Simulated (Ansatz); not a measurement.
**Mg2As2Pb: relaxing a made-up structure**

Starting from a made-up structure for Mg2As2Pb, the aim is the relaxed cell, its shortest contacts and, where a second run follows, its electronic structure.

Main program and level: Ansatz 0.2.0; DFT, r2SCAN, plane-wave PAW, files of the set soft_1, scalar-relativistic, no spin, cell and ions relaxed at zero pressure; PAW set soft_1.

## (1) Starting point

It takes space group P-3m1 (No. 164, trigonal). The conventional cell has a = 4.299 Å, b = 4.299 Å, c = 7.112 Å, α = 90.00°, β = 90.00°, γ = 120.00°. Nearest to Pb lie 6 As at 3.06 Å. Nearest to As lie 4 Mg at 2.61 to 2.71 Å and 3 Pb at 3.06 Å. Mg has 4 As at 2.61 to 2.71 Å nearest. Farther neighbours are not listed.

## (2) Relaxing cell and atoms

The guess takes its coordinates from another compound and its volume from a rule, so the cell and any free coordinates are relaxed together.

File input.yaml:

```yaml
crystal:
  lattice:
    - [4.299, 0.0, 0.0]
    - [-2.1495, 3.723043211, 0.0]
    - [0.0, 0.0, 7.112]
  atoms:
    - { symbol: Pb, position: [0.0, 0.0, 0.0] }
    - { symbol: As, position: [0.666666667, 0.333333333, 0.748] }
    - { symbol: As, position: [0.333333333, 0.666666667, 0.252] }
    - { symbol: Mg, position: [0.666666667, 0.333333333, 0.3666] }
    - { symbol: Mg, position: [0.333333333, 0.666666667, 0.6334] }
kpoints:
  mp_grid: { grid: [7, 7, 4] }
scf:
  occupations: { method: fermi_dirac, width: 0.05 }
hamiltonian:
  xc: r2scan
  pseudopotentials: { kind: paw, azcp: { folder: soft_1 } }
relax:
  f_tol: 0.015
  max_steps: 70
  cell: {}
output:
  forces: true
  stress: true
```

On the command line:

```sh
$ ansatz run input.yaml --threads 4 --pin off --max-ram 10240MiB --backend cpu --events-out ev --progress --plain --runs-dir out
```

Numbers of over 12 decimals in the logs are rounded to 6 here.

The program printed:

```text
Engine: ansatz 0.2.0, x86_64-unknown-linux-gnu
Pseudopotentials: kind: paw
Pseudopotential: Pb, paw, valence charge 14, recommended cutoff 500 eV (meta_gga), soft_1/Pb.paw.azcp
Pseudopotential: As, paw, valence charge 15, recommended cutoff 500 eV (meta_gga), soft_1/As.paw.azcp
Pseudopotential: Mg, paw, valence charge 10, recommended cutoff 500 eV (meta_gga), soft_1/Mg.paw.azcp
Functional definition: r2SCAN
  parameter k0 = 0.174
  parameter k1 = 0.065
  parameter a1 = 4.9479
  exchange = r2scan_x(k0 = k0, k1 = k1, a1 = a1)
  correlation = r2scan_c
Crystal: 5 atoms, lattice volume = 113.830 Å³
Basis set: ecut = 500 eV, 2875 PW (Γ), exchange–correlation on 128×128×216 points (64 copies of the dense FFT grid, shifted against one another)
Bands: 39, of which v1, the nominal top of the filled ones, is band 32 counted from 1 (31 counted from 0)
Symmetry: 12 space group operations
Space group: P-3m1 (ITA 164), of the structure as read, at distance tolerance 4.8e-5 Å
k-points: 28 of 196
Non-local potential: Pb, projectors of the file, l = 0: 2, l = 1: 2, l = 2: 2, l = 3: 1
Non-local potential: As, projectors of the file, l = 0: 2, l = 1: 2, l = 2: 3, l = 3: 1
Non-local potential: Mg, projectors of the file, l = 0: 3, l = 1: 2, l = 2: 1
PAW form: soft (Blöchl's): semilocal exchange-correlation on the pseudo side does not see the compensation charge
PAW frozen core: Pb, regenerated for the run's functional (the file was generated under x = pbe(κ = 0.804, μ = 0.219515), c = pbe(β = 0.066725))
PAW frozen core: As, regenerated for the run's functional (the file was generated under x = pbe(κ = 0.804, μ = 0.219515), c = pbe(β = 0.066725))
PAW frozen core: Mg, regenerated for the run's functional (the file was generated under x = pbe(κ = 0.804, μ = 0.219515), c = pbe(β = 0.066725))
PAW one-centre angular grid: Pb, 590 points (default); XC on 160 Gauss nodes
PAW one-centre angular grid: As, 590 points (default); XC on 160 Gauss nodes
PAW one-centre angular grid: Mg, 302 points (default); XC on 224 Gauss nodes
Initial density: superposition of atomic densities (chi_scale 0.1, normalization cell, long waves kept (reshape's long-wave potential 0.24 eV rms))
Initial wavefunctions: pseudopotential atomic-orbital guess
Functional: x = r2scan, c = r2scan; τ floored in thin density (d = 2e-4 eV/Å³)
SCF iter   1: F=—  HF=-25510.086624 eV  |F-HF|=—  |Δ(HF+E_count)|=         —  Δρ=5.06e-2  dr2=1.20e1  dr2_τ=3.51e-2  ethr=3.10e-3  ⟨swp⟩=7.6  Hψ=4568  notcnv=0
preconditioner: auto → Resta (q_TF=auto, 2.479 Å⁻¹)  ε∞=3.2  [insulator: Δε(μ)=0.266 eV  Ē_g=12.386 eV  σ=0.050 eV  W_gap=0.80  n_scr=34 (ndim 8)  ℏωp=18.4 eV  f_vac=0.001  D(μ)=0.06/eV (n_scr^D=0)  ε∞_Penn≈3.2]
SCF iter   2: F=—  HF=-25507.541912 eV  |F-HF|=—  |Δ(HF+E_count)|=    2.54e0  Δρ=2.25e-2  dr2=1.07e0  dr2_τ=1.57e-2  ethr=3.10e-3  ⟨swp⟩=4.8  Hψ=2565  notcnv=0  defer=50
SCF iter   3: F=—  HF=-25507.494773 eV  |F-HF|=—  |Δ(HF+E_count)|=   4.71e-2  Δρ=8.15e-3  dr2=9.24e-2  dr2_τ=1.75e-3  ethr=1.68e-3  ⟨swp⟩=3.0  Hψ=1683  notcnv=0  defer=31
automatic band count: iteration 3 solves 38 bands in place of 39: the levels show a gap, and the empty bands left out lie too high to hold charge; the band table lists the bands solved (type scf.n_extra_bands for more)
SCF iter   4: F=—  HF=-25507.523235 eV  |F-HF|=—  |Δ(HF+E_count)|=   2.85e-2  Δρ=1.73e-3  dr2=3.64e-3  dr2_τ=4.07e-5  ethr=1.44e-4  ⟨swp⟩=3.1  Hψ=1543  notcnv=0  defer=31
SCF iter   5: F=—  HF=-25507.523998 eV  |F-HF|=—  |Δ(HF+E_count)|=   7.63e-4  Δρ=6.80e-4  dr2=7.81e-4  dr2_τ=8.34e-6  ethr=5.69e-6  ⟨swp⟩=2.0  Hψ=1770  notcnv=0  defer=31
SCF iter   6: F=—  HF=-25507.524093 eV  |F-HF|=—  |Δ(HF+E_count)|=   9.55e-5  Δρ=1.67e-4  dr2=4.16e-5  dr2_τ=1.64e-6  ethr=1.22e-6  ⟨swp⟩=2.0  Hψ=1705  notcnv=0  defer=31
SCF iter   7: F=—  HF=-25507.524100 eV  |F-HF|=—  |Δ(HF+E_count)|=   6.87e-6  Δρ=6.66e-5  dr2=5.63e-6  dr2_τ=4.90e-8  ethr=6.50e-8  ⟨swp⟩=2.0  Hψ=1737  notcnv=0  defer=31
SCF iter   8: F=—  HF=-25507.524103 eV  |F-HF|=—  |Δ(HF+E_count)|=   2.49e-6  Δρ=1.30e-5  dr2=2.57e-7  dr2_τ=5.84e-9  ethr=8.79e-9  ⟨swp⟩=2.1  Hψ=1306  notcnv=0  defer=31
SCF iter   9: F=-25507.524103 eV  HF=-25507.524103 eV  |F-HF|=1.25e-8  |Δ(HF+E_count)|=   6.56e-8  Δρ=5.91e-6  dr2=2.57e-8  dr2_τ=4.48e-10  ethr=1.56e-10  ⟨swp⟩=5.0  Hψ=4126  notcnv=0
SCF 1 converged in 9 iterations: F = -25507.524103 eV  dr2 = 2.57e-8
  greatest PAW one-centre occupation: 1.000 electrons in one spin orbital (limit 2), on the Mg atom at site 4 (counted from 0), in its partial waves of l = 0
relax step   1: F+E_penalty+E_count = -25507.52410265 eV  Δ(F+E_penalty+E_count) = +0.000e0 eV  max|allowed force component| = 3.539e-1 eV/Å  Δτ_max = 0.0000 Å  P = +4.733 GPa  Ω = 113.830 Å³  (9 SCF iters, dr2 threshold 1.00e-7 eV, accepted)
Crystal: 5 atoms, lattice volume = 127.882 Å³
Basis set: ecut = 500 eV, 3261 PW (Γ), exchange–correlation on 128×128×216 points (64 copies of the dense FFT grid, shifted against one another)
Initial density: handed on by an earlier stage of this run
Initial wavefunctions: those handed on with the density
iter 1 solved again at ethr=9.81e-5 eV; its pass at ethr=3.10e-3 eV (dr2=6.28e-2 eV) is discarded
SCF iter   1: F=—  HF=-25507.051301 eV  |F-HF|=—  |Δ(HF+E_count)|=         —  Δρ=6.47e-3  dr2=6.38e-2  dr2_τ=1.85e-1  ethr=9.81e-5  ⟨swp⟩=1.3  Hψ=6142  notcnv=0
automatic band count: iteration 1 solves 38 bands in place of 39: the levels show a gap, and the empty bands left out lie too high to hold charge; the band table lists the bands solved (type scf.n_extra_bands for more)
preconditioner: auto → Resta (q_TF=auto, 2.431 Å⁻¹)  ε∞=3.9  [insulator: Δε(μ)=0.720 eV  Ē_g=8.202 eV  σ=0.050 eV  W_gap=1.00  n_scr=34 (ndim 8)  ℏωp=13.9 eV  f_vac=0.044  D(μ)=0.00/eV (n_scr^D=0)  ε∞_Penn≈3.9]
SCF iter   2: F=—  HF=-25507.611320 eV  |F-HF|=—  |Δ(HF+E_count)|=   5.60e-1  Δρ=3.96e-3  dr2=3.48e-2  dr2_τ=3.09e-4  ethr=9.81e-5  ⟨swp⟩=3.0  Hψ=1768  notcnv=0
SCF iter   3: F=—  HF=-25507.611689 eV  |F-HF|=—  |Δ(HF+E_count)|=   3.69e-4  Δρ=1.71e-3  dr2=1.73e-2  dr2_τ=2.69e-4  ethr=5.44e-5  ⟨swp⟩=3.2  Hψ=1875  notcnv=0  defer=22
SCF iter   4: F=—  HF=-25507.608648 eV  |F-HF|=—  |Δ(HF+E_count)|=   3.04e-3  Δρ=7.32e-4  dr2=1.28e-3  dr2_τ=1.02e-5  ethr=2.71e-5  ⟨swp⟩=1.9  Hψ=1202  notcnv=0  defer=22
SCF iter   5: F=—  HF=-25507.608842 eV  |F-HF|=—  |Δ(HF+E_count)|=   1.94e-4  Δρ=2.00e-4  dr2=1.13e-4  dr2_τ=1.65e-6  ethr=2.00e-6  ⟨swp⟩=2.0  Hψ=1708  notcnv=0  defer=23
SCF iter   6: F=—  HF=-25507.608753 eV  |F-HF|=—  |Δ(HF+E_count)|=   8.86e-5  Δρ=1.08e-4  dr2=1.76e-5  dr2_τ=3.36e-7  ethr=1.77e-7  ⟨swp⟩=2.0  Hψ=1716  notcnv=0  defer=23
SCF iter   7: F=—  HF=-25507.608759 eV  |F-HF|=—  |Δ(HF+E_count)|=   5.70e-6  Δρ=1.92e-5  dr2=5.62e-7  dr2_τ=1.69e-8  ethr=2.74e-8  ⟨swp⟩=2.0  Hψ=1731  notcnv=0  defer=23
SCF iter   8: F=-25507.608759 eV  HF=-25507.608759 eV  |F-HF|=5.58e-8  |Δ(HF+E_count)|=   1.06e-7  Δρ=6.04e-6  dr2=1.24e-7  dr2_τ=5.46e-10  ethr=7.81e-10  ⟨swp⟩=4.0  Hψ=3863  notcnv=0
SCF 2 converged in 8 iterations: F = -25507.608759 eV  dr2 = 1.24e-7
relax step   2: F+E_penalty+E_count = -25507.60875911 eV  Δ(F+E_penalty+E_count) = -8.466e-2 eV  max|allowed force component| = 3.889e-1 eV/Å  Δτ_max = 0.1338 Å  P = -1.745 GPa  Ω = 127.882 Å³  energy of the carried Pulay correction = -1.763e-3 eV  (8 SCF iters, dr2 threshold 5.00e-7 eV, accepted)
Crystal: 5 atoms, lattice volume = 123.460 Å³
Basis set: ecut = 500 eV, 3087 PW (Γ), exchange–correlation on 128×128×216 points (64 copies of the dense FFT grid, shifted against one another)
iter 1 solved again at ethr=8.08e-6 eV; its pass at ethr=3.10e-3 eV (dr2=5.17e-3 eV) is discarded
SCF iter   1: F=—  HF=-25507.634358 eV  |F-HF|=—  |Δ(HF+E_count)|=         —  Δρ=2.68e-3  dr2=5.27e-3  dr2_τ=2.66e-2  ethr=8.08e-6  ⟨swp⟩=2.0  Hψ=5870  notcnv=0
automatic band count: iteration 1 solves 38 bands in place of 39: the levels show a gap, and the empty bands left out lie too high to hold charge; the band table lists the bands solved (type scf.n_extra_bands for more)
preconditioner: auto → Resta (q_TF=auto, 2.445 Å⁻¹)  ε∞=2.9  [insulator: Δε(μ)=0.766 eV  Ē_g=12.992 eV  σ=0.050 eV  W_gap=1.00  n_scr=34 (ndim 8)  ℏωp=17.7 eV  f_vac=0.026  D(μ)=0.00/eV (n_scr^D=0)  ε∞_Penn≈2.9]
SCF iter   2: F=—  HF=-25507.668236 eV  |F-HF|=—  |Δ(HF+E_count)|=   3.39e-2  Δρ=1.63e-3  dr2=1.97e-3  dr2_τ=4.86e-5  ethr=8.08e-6  ⟨swp⟩=3.0  Hψ=2464  notcnv=0
SCF iter   3: F=—  HF=-25507.668337 eV  |F-HF|=—  |Δ(HF+E_count)|=   1.01e-4  Δρ=6.97e-4  dr2=3.51e-4  dr2_τ=9.91e-6  ethr=3.07e-6  ⟨swp⟩=2.0  Hψ=1244  notcnv=0
SCF iter   4: F=—  HF=-25507.668497 eV  |F-HF|=—  |Δ(HF+E_count)|=   1.61e-4  Δρ=1.46e-4  dr2=5.61e-5  dr2_τ=1.07e-6  ethr=5.48e-7  ⟨swp⟩=2.0  Hψ=1736  notcnv=0
SCF iter   5: F=—  HF=-25507.668478 eV  |F-HF|=—  |Δ(HF+E_count)|=   1.90e-5  Δρ=5.29e-5  dr2=2.96e-6  dr2_τ=3.84e-8  ethr=8.77e-8  ⟨swp⟩=2.0  Hψ=1736  notcnv=0
SCF iter   6: F=-25507.668480 eV  HF=-25507.668480 eV  |F-HF|=4.44e-8  |Δ(HF+E_count)|=   1.73e-6  Δρ=1.14e-5  dr2=1.42e-7  dr2_τ=3.30e-9  ethr=7.81e-10  ⟨swp⟩=5.0  Hψ=4033  notcnv=0
SCF 3 converged in 6 iterations: F = -25507.668480 eV  dr2 = 1.42e-7
relax step   3: F+E_penalty+E_count = -25507.66848004 eV  Δ(F+E_penalty+E_count) = -5.972e-2 eV  max|allowed force component| = 2.545e-2 eV/Å  Δτ_max = 0.0673 Å  P = -0.297 GPa  Ω = 123.460 Å³  energy of the carried Pulay correction = -1.231e-3 eV  (6 SCF iters, dr2 threshold 5.00e-7 eV, accepted)
Crystal: 5 atoms, lattice volume = 122.662 Å³
Basis set: ecut = 500 eV, 3039 PW (Γ), exchange–correlation on 128×128×216 points (64 copies of the dense FFT grid, shifted against one another)
iter 1 solved again at ethr=1.19e-6 eV; its pass at ethr=3.10e-3 eV (dr2=7.61e-4 eV) is discarded
SCF iter   1: F=—  HF=-25507.668041 eV  |F-HF|=—  |Δ(HF+E_count)|=         —  Δρ=5.45e-4  dr2=7.60e-4  dr2_τ=7.85e-4  ethr=1.19e-6  ⟨swp⟩=2.0  Hψ=4984  notcnv=0
automatic band count: iteration 1 solves 38 bands in place of 39: the levels show a gap, and the empty bands left out lie too high to hold charge; the band table lists the bands solved (type scf.n_extra_bands for more)
preconditioner: auto → Resta (q_TF=auto, 2.448 Å⁻¹)  ε∞=2.9  [insulator: Δε(μ)=0.826 eV  Ē_g=13.015 eV  σ=0.050 eV  W_gap=1.00  n_scr=34 (ndim 8)  ℏωp=17.7 eV  f_vac=0.027  D(μ)=0.00/eV (n_scr^D=0)  ε∞_Penn≈2.9]
SCF iter   2: F=—  HF=-25507.669480 eV  |F-HF|=—  |Δ(HF+E_count)|=   1.44e-3  Δρ=2.88e-4  dr2=7.25e-5  dr2_τ=2.70e-6  ethr=1.19e-6  ⟨swp⟩=3.0  Hψ=1999  notcnv=0
SCF iter   3: F=—  HF=-25507.669500 eV  |F-HF|=—  |Δ(HF+E_count)|=   1.98e-5  Δρ=1.17e-4  dr2=1.11e-5  dr2_τ=6.30e-7  ethr=1.13e-7  ⟨swp⟩=2.5  Hψ=1571  notcnv=0
SCF iter   4: F=—  HF=-25507.669508 eV  |F-HF|=—  |Δ(HF+E_count)|=   7.37e-6  Δρ=2.32e-5  dr2=1.05e-6  dr2_τ=2.01e-8  ethr=1.74e-8  ⟨swp⟩=2.0  Hψ=1960  notcnv=0
SCF iter   5: F=-25507.669508 eV  HF=-25507.669508 eV  |F-HF|=1.61e-8  |Δ(HF+E_count)|=   1.87e-7  Δρ=7.86e-6  dr2=1.08e-7  dr2_τ=1.39e-9  ethr=3.77e-10  ⟨swp⟩=5.0  Hψ=4496  notcnv=0
SCF 4 converged in 5 iterations: F = -25507.669508 eV  dr2 = 1.08e-7
relax step   4: F+E_penalty+E_count = -25507.66950772 eV  Δ(F+E_penalty+E_count) = -1.028e-3 eV  max|allowed force component| = 2.272e-3 eV/Å  Δτ_max = 0.0063 Å  P = +0.037 GPa  Ω = 122.662 Å³  energy of the carried Pulay correction = -1.132e-3 eV  (5 SCF iters, dr2 threshold 2.41e-7 eV, accepted)
Basis set: ecut = 500 eV, 3039 PW (Γ), exchange–correlation on 144×144×216 points (64 copies of the dense FFT grid, shifted against one another)
Initial wavefunctions: pseudopotential atomic-orbital guess (no wavefunctions were taken with the density)
iter 1 solved again at ethr=3.04e-8 eV; its pass at ethr=3.10e-3 eV (dr2=1.94e-5 eV) is discarded
SCF iter   1: F=—  HF=-25507.670063 eV  |F-HF|=—  |Δ(HF+E_count)|=         —  Δρ=2.27e-4  dr2=1.58e-6  dr2_τ=2.31e-6  ethr=3.04e-8  ⟨swp⟩=3.9  Hψ=8003  notcnv=0
preconditioner: auto → Resta (q_TF=auto, 2.448 Å⁻¹)  ε∞=2.8  [insulator: Δε(μ)=0.832 eV  Ē_g=13.395 eV  σ=0.050 eV  W_gap=1.00  n_scr=34 (ndim 8)  ℏωp=17.7 eV  f_vac=0.027  D(μ)=0.00/eV (n_scr^D=0)  ε∞_Penn≈2.8]
SCF iter   2: F=—  HF=-25507.670511 eV  |F-HF|=—  |Δ(HF+E_count)|=   4.48e-4  Δρ=1.15e-4  dr2=4.52e-7  dr2_τ=4.11e-6  ethr=2.48e-9  ⟨swp⟩=2.0  Hψ=1989  notcnv=0
SCF iter   3: F=—  HF=-25507.670661 eV  |F-HF|=—  |Δ(HF+E_count)|=   1.51e-4  Δρ=1.33e-5  dr2=1.92e-8  dr2_τ=5.16e-8  ethr=7.07e-10  ⟨swp⟩=2.0  Hψ=1989  notcnv=0
SCF iter   4: F=—  HF=-25507.670663 eV  |F-HF|=—  |Δ(HF+E_count)|=   1.84e-6  Δρ=1.95e-6  dr2=2.94e-9  dr2_τ=1.62e-10  ethr=3.00e-11  ⟨swp⟩=2.0  Hψ=1933  notcnv=0
SCF iter   5: F=—  HF=-25507.670663 eV  |F-HF|=—  |Δ(HF+E_count)|=   1.70e-9  Δρ=5.31e-7  dr2=3.14e-10  dr2_τ=4.44e-11  ethr=4.60e-12  ⟨swp⟩=2.0  Hψ=1989  notcnv=0
SCF iter   6: F=-25507.670663 eV  HF=-25507.670663 eV  |F-HF|=3.64e-11  |Δ(HF+E_count)|=   1.35e-9  Δρ=1.55e-7  dr2=4.61e-11  dr2_τ=1.95e-12  ethr=1.00e-12  ⟨swp⟩=5.0  Hψ=4053  notcnv=0
SCF 5 converged in 6 iterations: F = -25507.670663 eV  dr2 = 4.61e-11
relax step   5: F+E_penalty+E_count = -25507.67066320 eV  Δ(F+E_penalty+E_count) = -1.155e-3 eV  max|allowed force component| = 2.177e-3 eV/Å  Δτ_max = 0.0000 Å  P = +0.038 GPa  Ω = 122.662 Å³  stress off target by 4.96e-2 GPa  SCF on the basis re-selected at this cell (its energy is not comparable with the rows above)  (6 SCF iters)
basis re-selected at this cell: Δ(F+E_penalty+E_count) = -1.155e-3 eV, ΔP = +0.001 GPa vs the last step (what re-selecting the basis moved, of the pressure what is left beyond the Pulay correction that the steps carried, after the strain that the cell walked since its last selection, with what the two solves' SCF thresholds leave and, on support functions, any second-order correction that the steps lacked; it is no measure of the basis error at this ecutwfc). The dense FFT grid was sized anew with the basis: this SCF ran on 36×36×54 points, the steps before it on 32×32×54, so part of this shift can come from that change (see relax.cell in the input reference). [rest of the remark cut]
SCF converged after 6 iterations
Free energy (F): -25507.670663 eV
Harris-Foulkes:  -25507.670663 eV  (|F-HF|=3.64e-11)
Internal energy: -25507.670660 eV  (E = F + TS)
E sigma→0 (E₀):  -25507.670662 eV
Entropy (-TS):   -0.000003 eV (-0.001 meV/atom)
Fermi energy:    8.269343 eV
--- Per-component energies (eV) ---
  E_band       = -1318.616680
  E_kinetic    = 627.298961
  E_local      = -8782.095748  (includes V_loc(G=0)·N_el)
  E_nonlocal   = -90.151069
  E_hartree    = 3961.549118
  E_xc         = -377.470473
  E_vxc        = -381.706127  (∫ρ·V_xc dr)
  E_paw        = -15076.881531  (= ΣΔE_a)
  E_vpaw       = -638.414430  (= ΣTr[D̂ρ^β])
  E_aug_tail   = -0.000009  (compensation charges beyond the density's cutoff)
  E_vtau       = 23.353652  (kinetic-family band-sum trace: ∫τ·v_τ [+ j·A + Jᵃ·Aᵃ] dr)
  E_ewald      = -5767.918007
  E_core_change = -2.001903  (= ΣΔE_core)
  E_smearing   = -0.000003  (= −TS)
  E_closure    = 0.000000  (closes the sum)
  Σ components = -25507.670663   (vs F -25507.670663, Δ=0.00e0)
--- Forces (eV/Å), atoms counted from 1 ---
  atom   1  Pb    -0.00000000     0.00000000     0.00000000
  atom   2  As     0.00000000     0.00000000    -0.00090738
  atom   3  As    -0.00000000    -0.00000000     0.00090738
  atom   4  Mg     0.00000000     0.00000000    -0.00217727
  atom   5  Mg    -0.00000000    -0.00000000     0.00217727
  max |Σ_I F_I| component: 8.67e-18 eV/Å
--- Stress (GPa, compression-positive) ---
        0.049570       0.000000      -0.000000
        0.000000       0.049570      -0.000000
       -0.000000      -0.000000       0.014023
  P = ⅓ Tr σ = 0.0377 GPa (0.377 kbar)
--- Relaxed structure (4 steps of the walk, 4 accepted, 1 SCFs on fresh bases) ---
  F+E_penalty+E_count = -25507.67066320 eV   max|allowed force component| = 2.177e-3 eV/Å   (the final SCF, on the basis selected at the relaxed cell)
  cell:  # Å, volume = 122.6615 Å³
    - [4.419835, 0, 1.5138361880748818e-17]
    - [-2.209918, 3.827689, -1.0140779601691778e-18]
    - [2.504397061967803e-17, 1.252198530983903e-17, 7.250462]
  atoms:
    - { symbol: Pb, position: [0, 0, -4.634384989251874e-19] }
    - { symbol: As, position: [0.666667, 0.333333, 0.739522] }
    - { symbol: As, position: [0.333333, 0.666667, 0.260478] }
    - { symbol: Mg, position: [0.666667, 0.333333, 0.364374] }
    - { symbol: Mg, position: [0.333333, 0.666667, 0.635626] }
```

The job ended after 14 s (4 threads of Intel Xeon Platinum 8488C (Sapphire Rapids), shared host; peak memory 0.96 GiB).

Step by step:

```tsv
step	energy less that of the first step (eV)	largest force component (eV/Å)	pressure (GPa)	volume (Å³)
1	0.0000	0.3539	4.73	113.83
2	-0.0847	0.3889	-1.74	127.88
3	-0.1444	0.0255	-0.30	123.46
4	-0.1454	0.0023	0.04	122.66
5*	-0.1466	0.0022	0.04	122.66
```

Relaxation steps marked * repeat the geometry before them on a plane-wave basis chosen anew for their cell, so energy and pressure can jump there.

The run keeps the 12 symmetry operations that it works with, so distortions that break them were not tested.

```tsv
conventional cell, symmetrised	before	after	change
a (Å)	4.299	4.420	+2.8 %
b (Å)	4.299	4.420	+2.8 %
c (Å)	7.112	7.250	+1.9 %
volume (Å³/atom)	22.77	24.53	+7.8 %
```

The atoms that moved most (Å, as changes of fractional coordinates times the final cell):

```tsv
atom	dx	dy	dz	length
As2	0.000	0.000	-0.061	0.061
As3	0.000	0.000	0.061	0.061
Mg4	0.000	0.000	-0.016	0.016
Mg5	0.000	0.000	0.016	0.016
```

Final coordinates:

```xyz
5
Lattice="4.4198 0.0000 0.0000 -2.2099 3.8277 0.0000 0.0000 0.0000 7.2505" Properties=species:S:1:pos:R:3 pbc="T T T"
Pb    0.0000    0.0000    0.0000
As    2.2099    1.2759    5.3619
As    0.0000    2.5518    1.8886
Mg    2.2099    1.2759    2.6419
Mg    0.0000    2.5518    4.6086
```

Numbers from this step:

```
free energy         : -25507.6707 eV
Fermi energy        : 8.269 eV
gap by band count   : 0.8317 eV
electrons           : 64
symmetry operations : 12
pressure            : 0.03772 GPa
```

Shortest distances by pair of elements, guess and relaxed (not always the same contact):

```tsv
pair	guess (Å)	relaxed (Å)
As–Mg	2.612	2.661
As–Pb	3.061	3.175
Mg–Mg	3.124	3.222
Mg–Pb	3.600	3.673
As–As	4.299	4.310
```

The relaxation ends with a largest force component of 0.0022 eV/Å and a pressure of 0.04 GPa.

## (3) Summary of results

```json
{
 "space group, relaxed": "P-3m1",
 "conventional cell": "a = 4.420, b = 4.420, c = 7.250 Å; α = 90.0°, β = 90.0°, γ = 120.0°",
 "volume per atom": "24.53 Å³ (guess 22.77)"
}
```

Mg2As2Pb relaxes to P-3m1 with a = 4.420, b = 4.420 and c = 7.250 Å. The guessed volume was 7 % too small. The space group P-3m1 was held in the relaxation, so the end point is a stationary structure within it and may be a saddle against distortions or other arrangements. Mesh and cutoff weren't tested. Spin-orbit coupling is left out, which can matter for elements this heavy. No dispersion term is used, so weakly bound directions may come out too long. Nothing here tests whether the compound is stable against decomposition.

[Logs are printed without paths, hosts, clocks, repeated set-up lines and the standing remarks that a program may print on its own settings, such as how far it seeks lower states.]

[Hosts, paths, dates, database ids (printed as entryN), source tags and the programs' standing remarks are cut or masked in the printed files.]
